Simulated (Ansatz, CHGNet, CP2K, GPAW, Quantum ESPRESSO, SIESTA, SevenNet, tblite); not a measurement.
# tblite runs on liquid diethyl ether at 300 K (75 atoms)

Wanted: tblite inputs and outputs for liquid diethyl ether at 300 K (75 atoms), checked against a plane-wave reference.

Calculated with tblite 0.8.0; the method is named at each step.

**1. Starting point**

The cell holds 75 atoms: 20 C, 5 O and 50 H. Its edges and angles: a = 9.535 Å, b = 9.535 Å, c = 9.535 Å, α = 90.0°, β = 90.0°, γ = 90.0°. 5 diethyl ether placed at random, at 0.71 g/cm³; overlaps pushed apart, then 10 ps at 450 K with MMFF94 bonds, angles, torsions, charges and radii (Halgren, J. Comput. Chem. 17, 490 (1996)) in harmonic and 12-6 forms. Snapshot after 20 ps at 300 K and fixed volume. Then every atom was moved at random, 0.05 Å r.m.s. a Cartesian component (hydrogen 0.6 of that).

The yardstick, on the same geometry:

```
method                                           : Kohn-Sham DFT, PBE, PAW, plane waves (Ansatz 0.2.0); cutoff 420 eV, Γ point, fermi-dirac smearing of 0.05 eV; PAW set soft_2
r.m.s. force component                           : 1.842 eV/Å
longest force                                    : 7.482 eV/Å
pressure                                         : 2.018 GPa
gap (highest filled to lowest empty level) : 4.349 eV
SCF cycles                                       : 9
time                                             : 4.6 s on 4 threads of Arm Neoverse V1, shared host
CPU time                                         : 16 s
```

**2. GFN2-xTB**

Method: GFN2-xTB tight binding, diagonalisation.

Contents of run.py:

```python
import numpy as np
from ase.io import read
from tblite.ase import TBLite

atoms = read("structure.xyz")
atoms.calc = TBLite(method="GFN2-xTB", electronic_temperature=580, accuracy=1.0, max_iterations=250, mixer_damping=0.4, verbosity=1)
energy = atoms.get_potential_energy()
forces = atoms.get_forces()
print(f"energy {energy:.6f} eV")
print("forces (eV/A)")
for i, (a, f) in enumerate(zip(atoms, forces)):
    print(f"{i:4d} {a.symbol:2s} {f[0]:10.5f} {f[1]:10.5f} {f[2]:10.5f}")
stress = -atoms.get_stress(voigt=False) * 160.21766
print("stress (GPa, compression positive)")
for row in stress:
    print(" ".join(f"{x:10.4f}" for x in row))
print("charges (e)")
print(np.array2string(atoms.get_charges(), precision=4, suppress_small=True, max_line_width=110, threshold=100000))
```

Contents of structure.xyz:

```xyz
75
Lattice="9.53465 0.00000 0.00000 0.00000 9.53465 0.00000 0.00000 0.00000 9.53465" Properties=species:S:1:pos:R:3 pbc="T T T"
C 8.62390 0.90388 7.24138
C 0.02222 9.19941 6.81708
O 8.96896 8.67167 5.69714
C 0.11499 7.49414 5.06462
C 8.86179 6.95381 4.06271
H 9.03093 1.31435 8.21658
H 7.67291 0.44956 7.39307
H 8.63649 1.60869 6.51608
H 1.03460 9.45465 6.60103
H 9.50662 8.33719 7.62629
H 0.33676 6.78858 5.94552
H 0.92934 7.93950 4.64929
H 8.34949 7.80669 3.45126
H 8.07528 6.35570 4.38117
H 0.04758 6.39565 3.35791
C 1.07541 3.33341 3.33198
C 1.90302 2.16465 2.74112
O 1.42600 2.05357 1.29929
C 2.20355 0.98216 0.81083
C 1.46328 9.11932 0.94965
H 1.23617 4.26618 2.66312
H 1.47682 3.55328 4.28640
H 0.03499 3.23463 3.35496
H 2.96280 2.55796 2.66045
H 1.72015 1.29023 3.33636
H 3.20545 0.89807 1.08733
H 2.13271 1.35411 9.31755
H 1.80815 8.34053 0.39369
H 0.39969 9.22306 0.63186
H 1.34296 8.86618 2.04451
C 5.47918 3.34571 4.50274
C 6.41949 2.31692 4.11725
O 6.25845 2.03050 2.75075
C 7.16863 1.16237 2.26429
C 7.28619 1.40484 0.70709
H 4.48052 2.93019 4.55461
H 5.59970 4.19763 4.03449
H 5.67607 3.41073 5.62049
H 7.57242 2.64157 4.13089
H 6.51541 1.27364 4.67732
H 6.69180 0.09439 2.40864
H 8.11446 1.18926 2.72977
H 7.83624 2.29633 0.53699
H 6.27380 1.46805 0.22540
H 7.86323 0.46825 0.38081
C 4.46632 0.04252 6.90347
C 4.97985 8.31994 7.00511
O 3.95631 7.33186 6.97574
C 4.57692 6.09054 6.92416
C 3.63976 4.98081 6.33701
H 3.78640 0.23608 6.16959
H 5.19677 0.84477 6.69990
H 3.90349 0.28318 7.80583
H 5.76722 8.13658 6.16415
H 5.80183 8.14841 7.86628
H 4.79116 5.80441 8.04362
[... 15 atom lines left out ...]
H 5.04116 4.76609 1.66589
H 3.36011 6.51426 2.32750
H 3.54737 6.42292 0.55082
H 4.31042 7.67473 1.37766
```

Started as:

```bash
$ OMP_NUM_THREADS=1 python run.py > output.txt
```

What it wrote:

```text
------------------------------------------------------------
  cycle        total energy    energy error   density error
------------------------------------------------------------
      1     -88.09897470569  -8.9197283E+01   1.5001037E-01
      2     -88.36095103167  -2.6197633E-01   6.7783430E-02
      3     -88.38095841939  -2.0007388E-02   2.2143996E-02
      4     -88.38493973010  -3.9813107E-03   8.8992328E-03
      5     -88.38552876898  -5.8903889E-04   1.9151766E-03
      6     -88.38556588347  -3.7114489E-05   9.4552715E-04
      7     -88.38556833179  -2.4483130E-06   2.1905504E-04
      8     -88.38556871567  -3.8388718E-07   6.3854449E-05
      9     -88.38556875384  -3.8162113E-08   2.6808350E-05
     10     -88.38556875694  -3.1046596E-09   8.4778219E-06
------------------------------------------------------------
 total:                                   4.227 sec
energy -2405.093830 eV
forces (eV/A)
   0 C     2.54415   -3.12007    2.78368
   1 C    -1.75888   -0.46706    1.78709
   2 O    -0.74987   -1.25935   -1.73225
   3 C    -0.09611    2.01363    6.18229
   4 C    -1.40697   -0.21914   -5.62028
   5 H    -0.51554   -0.40591   -1.23461
   6 H    -0.72578    0.12095    0.11363
   7 H    -0.04353    1.95042   -2.07596
   8 H     0.97341    0.42159    0.24030
   9 H     0.38068    1.60415   -0.73008
  10 H     0.09752    0.67823   -1.13388
  11 H     3.06011    0.82253   -0.76413
  12 H     0.96954   -1.25411    0.72780
  13 H    -1.21689   -1.33570    0.51346
  14 H    -1.41092    0.47559    0.70567
  15 C     1.88818    1.48951   -1.89553
  16 C    -1.46855    3.03686   -1.96140
  17 O     1.99894   -1.07751    4.18844
  18 C    -3.32824   -0.76485   -2.71570
  19 C    -2.09043    2.86944    2.36847
  20 H    -0.02471   -1.35216    0.93844
  21 H     0.15451    0.30525    1.01841
  22 H    -1.30279   -0.73593    0.10793
  23 H    -0.90132   -0.98533    0.35433
[...]
67 H    -1.80990   -0.21076    0.17762
  68 H    -0.29871   -0.17860    0.56339
  69 H    -0.94435   -0.58610   -0.02511
  70 H     1.02549    0.04619    1.41780
  71 H    -0.28059   -3.31211   -0.12283
  72 H     0.71054   -0.16598   -0.23465
  73 H     1.09124   -0.59389    1.38894
  74 H     0.68698   -0.54386    0.67607
stress (GPa, compression positive)
   -0.0605     0.1057    -0.1560
    0.1057     1.4713     1.9081
   -0.1560     1.9081    -0.2270
charges (e)
[-0.112   0.1066 -0.3626  0.091  -0.0836  0.0434  0.0556  0.0575  0.0145 -0.0121  0.0214  0.0462  0.0462
  0.0499  0.0351 -0.0962  0.0727 -0.3458  0.0842 -0.1059  0.0269  0.0411  0.0523  0.0413  0.0452  0.0342
  0.0419  0.0531  0.0317  0.024  -0.1076  0.1127 -0.323   0.1106 -0.0998  0.0561  0.0782  0.0393 -0.0178
  0.0062 -0.0154  0.0251  0.0566  0.0422  0.0378 -0.0929  0.1226 -0.3117  0.0905 -0.1098  0.0551  0.0346
  0.0414 -0.0067  0.0025  0.0297  0.015   0.0485  0.0133  0.0641 -0.0846  0.0833 -0.3467  0.0783 -0.08
  0.0499  0.0376  0.0091  0.0433  0.0264  0.038   0.0595  0.0178  0.0301  0.0431]
```

Elapsed: 4.8 s, on 1 thread of Arm Neoverse V1, shared host; peak memory 0.13 GiB.

Banners, paths, timers and routine set-up lines are dropped from the logs unmarked, and long logs keep their key lines alone; longer cuts are marked.

Compared with the plane-wave run:

```
r.m.s. force component                  : 1.773 eV/Å
r.m.s. difference of force components   : 267.6 meV/Å
longest difference of force vectors     : 880.5 meV/Å
force difference over r.m.s. force      : 14.53 %
slope of forces against the reference's : 0.9528
correlation of force components         : 0.9898
pressure                                : 0.3946 GPa
pressure difference                     : -1.624 GPa
```

Length of the force difference by element (eV/Å):

| element | atoms | mean | most |
| --- | --- | --- | --- |
| C | 20 | 0.62 | 0.88 |
| H | 50 | 0.30 | 0.69 |
| O | 5 | 0.69 | 0.86 |

The surroundings of C47, which bears the longest force, nearest first, numbered as they follow in the input and with coordinates relative to it.

| atom | x | y | z | distance (Å) | bonds | Mulliken charge (e) | Fx | Fy | Fz (eV/Å) |
| --- | --- | --- | --- | --- | --- | --- | --- | --- | --- |
| C47 | 0.00 | 0.00 | 0.00 | 0.00 | 4 | 0.12 | 4.92 | -5.62 | -0.17 |
| H54 | 0.79 | -0.18 | -0.84 | 1.17 | 1 | -0.01 | -1.30 | -0.07 | 0.13 |
| H55 | 0.82 | -0.17 | 0.86 | 1.20 | 1 | 0.00 | -2.12 | 0.29 | -0.51 |
| C46 | -0.51 | 1.26 | -0.10 | 1.36 | 4 | -0.09 | -0.79 | 6.06 | 1.88 |
| O48 | -1.02 | -0.99 | -0.03 | 1.42 | 2 | -0.31 | 1.20 | 0.56 | -0.45 |
| H53 | -1.08 | 1.50 | 0.80 | 2.01 | 1 | 0.04 | 0.09 | 0.38 | 0.46 |
| H51 | -1.19 | 1.45 | -0.84 | 2.06 | 1 | 0.06 | -2.05 | -0.31 | -2.50 |
| H52 | 0.22 | 2.06 | -0.31 | 2.09 | 1 | 0.03 | 0.27 | -0.33 | 0.61 |
| C49 | -0.40 | -2.23 | -0.08 | 2.27 | 4 | 0.09 | -0.80 | -2.48 | 1.72 |

Atoms are counted from 1 here, from 0 in the log.

Forces lie 15 % from the reference's, at 0.29 times its CPU time (on 1 against 4 cores).

**3. GFN1-xTB**

Method: GFN1-xTB tight binding, diagonalisation.

Changes to run.py since step 2:

```diff
@@ -5,3 +5,3 @@
 atoms = read("structure.xyz")
-atoms.calc = TBLite(method="GFN2-xTB", electronic_temperature=580, accuracy=1.0, max_iterations=250, mixer_damping=0.4, verbosity=1)
+atoms.calc = TBLite(method="GFN1-xTB", electronic_temperature=580, accuracy=1.0, max_iterations=250, mixer_damping=0.4, verbosity=1)
 energy = atoms.get_potential_energy()
```

structure.xyz is that of step 2.

What it wrote:

```text
------------------------------------------------------------
  cycle        total energy    energy error   density error
------------------------------------------------------------
      1     -92.05941856307  -9.3061666E+01   5.4131977E-01
      2     -92.56149454069  -5.0207598E-01   3.1617141E-01
      3     -92.56725522619  -5.7606855E-03   7.0822090E-02
[...]
7     -92.57475233453  -4.6284610E-07   5.7353406E-05
      8     -92.57475236958  -3.5042277E-08   1.9372287E-05
------------------------------------------------------------
 total:                                   0.713 sec
energy -2519.087323 eV
forces (eV/A)
   0 C     2.63340   -3.22158    2.90478
   1 C    -1.70287   -0.61268    2.18236
   2 O    -0.97855   -1.39011   -2.10918
[...]
73 H     1.11936   -0.58554    1.43118
  74 H     0.70283   -0.48640    0.67282
stress (GPa, compression positive)
    0.2417     0.1351    -0.1742
    0.1351     1.8361     1.9145
   -0.1742     1.9145     0.0127
charges (e)
[-0.1016  0.2141 -0.4971  0.1929 -0.0755  0.0284  0.0402  0.0403  0.0103 -0.0042  0.0205  0.0345  0.0392
  0.0343  0.0216 -0.0923  0.179  -0.4752  0.1865 -0.1177  0.029   0.0265  0.0414  0.0281  0.0311  0.0237
  0.0379  0.045   0.0322  0.0247 -0.095   0.2132 -0.4704  0.2175 -0.091   0.039   0.0511  0.0258 -0.0059
  0.0097 -0.0051  0.0194  0.0388  0.033   0.0243 -0.0917  0.221  -0.4659  0.2066 -0.1118  0.0442  0.0245
  0.0307 -0.0031  0.0066  0.0209  0.005   0.0314  0.0264  0.0422 -0.0804  0.191  -0.4777  0.1818 -0.0776
  0.0393  0.0277  0.0128  0.0273  0.0171  0.0261  0.0401  0.0123  0.0345  0.0366]
```

Elapsed: 1.3 s, on 1 thread; peak memory 0.13 GiB.

Numbers from this run, and their distance from the reference:

- r.m.s. force component: 1.867 eV/Å
- r.m.s. difference of force components: 221.2 meV/Å
- longest difference of force vectors: 957.1 meV/Å
- force difference over r.m.s. force: 12.01 %
- slope of forces against the reference's: 1.006
- correlation of force components: 0.993
- pressure: 0.6968 GPa
- pressure difference: -1.322 GPa

Against the first run (15 %), the force difference from the reference is 12 %, at 0.26 times the CPU time.

**4. All runs compared**

Differences are against the plane-wave reference, forces as r.m.s. over components; share is that over the reference's r.m.s. force, slope the least-squares factor from reference forces to these. Total energies of different programs have different zeros and aren't compared.

| run | Δ force, r.m.s. (meV/Å) | share (%) | slope | Δ pressure (GPa) | cores | CPU time | memory (GiB) |
| --- | --- | --- | --- | --- | --- | --- | --- |
| reference | - | - | - | - | 4 | 16 s | 0.76 |
| tblite GFN2-xTB | 268 | 14.5 | 0.953 | -1.62 | 1 | 4.8 s | 0.13 |
| tblite GFN1-xTB | 221 | 12.0 | 1.006 | -1.32 | 1 | 1.3 s | 0.13 |

CPU time is summed over cores on a shared host, where runs went side by side, so it is rough. Symmetry, cutoffs, thresholds, outputs and thread counts weren't matched or tuned between programs; memory under MPI is the largest rank's times the ranks.

Mean charges by element (e), by run and scheme:

| run | scheme | C | O | H |
| --- | --- | --- | --- | --- |
| reference | Löwdin | -0.25 | -0.35 | +0.18 |
| tblite GFN2-xTB | Mulliken | 0.00 | -0.34 | +0.03 |
| tblite GFN1-xTB | Mulliken | +0.05 | -0.48 | +0.03 |

The reference's Löwdin charges lack the electrons that the projection spills, 0.031 e an atom on average.

A second geometry, displaced anew (every atom was moved at random, 0.04 Å r.m.s. a Cartesian component (hydrogen 0.6 of that)), gives an energy difference that all programs can be tested on. The reference puts it at -17.77 meV/atom.

| run | energy less the first geometry's (meV/atom) | error (meV/atom) | force share at the second geometry (%) |
| --- | --- | --- | --- |
| tblite GFN2-xTB | -19.48 | -1.71 | 17.6 |
| tblite GFN1-xTB | -20.09 | -2.32 | 13.8 |

**5. What came out**

```yaml
nearest_in_forces: tblite GFN1-xTB, 12 %
its_cpu_time: 1.3 s
```

What this shows: Tight binding differs by 12 % (tblite GFN1-xTB) to 15 % (tblite GFN2-xTB); it is another model, with fitted parameters of its own, and the xTB methods hold dispersion. Of the electronic-structure runs that take under half the reference's CPU time, tblite GFN1-xTB comes nearest, at 12 % in 1.3 s against 16 s. Charges hang on model, scheme and program or settings: among these rows the mean for C runs from -0.25 to +0.05 e, even in sign. The energy difference between the two geometries, -17.8 meV/atom in the reference, is met best by tblite GFN2-xTB (-1.71) and worst by tblite GFN1-xTB (-2.32). Periodic xTB results under one method name differ between programs and library versions. The network of contacts between molecules at the start is that of the classical potential that made the cell, and needn't be the one that DFT or experiment would give. The reference's PBE has no dispersion term, which matters for the binding between molecules or layers. The electronic-structure runs sample only Γ, in a cell whose shortest periodic width is 10 Å.

[Also dropped from logs without a mark: logging warnings of Python, and SIESTA's first energy breakdown and zero terms.]

[Logs are printed without paths, hosts, clocks, repeated set-up lines and the standing remarks that a program may print on its own settings, such as how far it seeks lower states.]

[Hosts, paths, dates, database ids (printed as entryN), source tags and the programs' standing remarks are cut or masked in the printed files.]

[The MMFF94 radii named for the starting cell were scaled by 0.96; in molecules described by MMFF94, hydrogen bound to N, O or S took a small fixed 12-6 site in their place.]
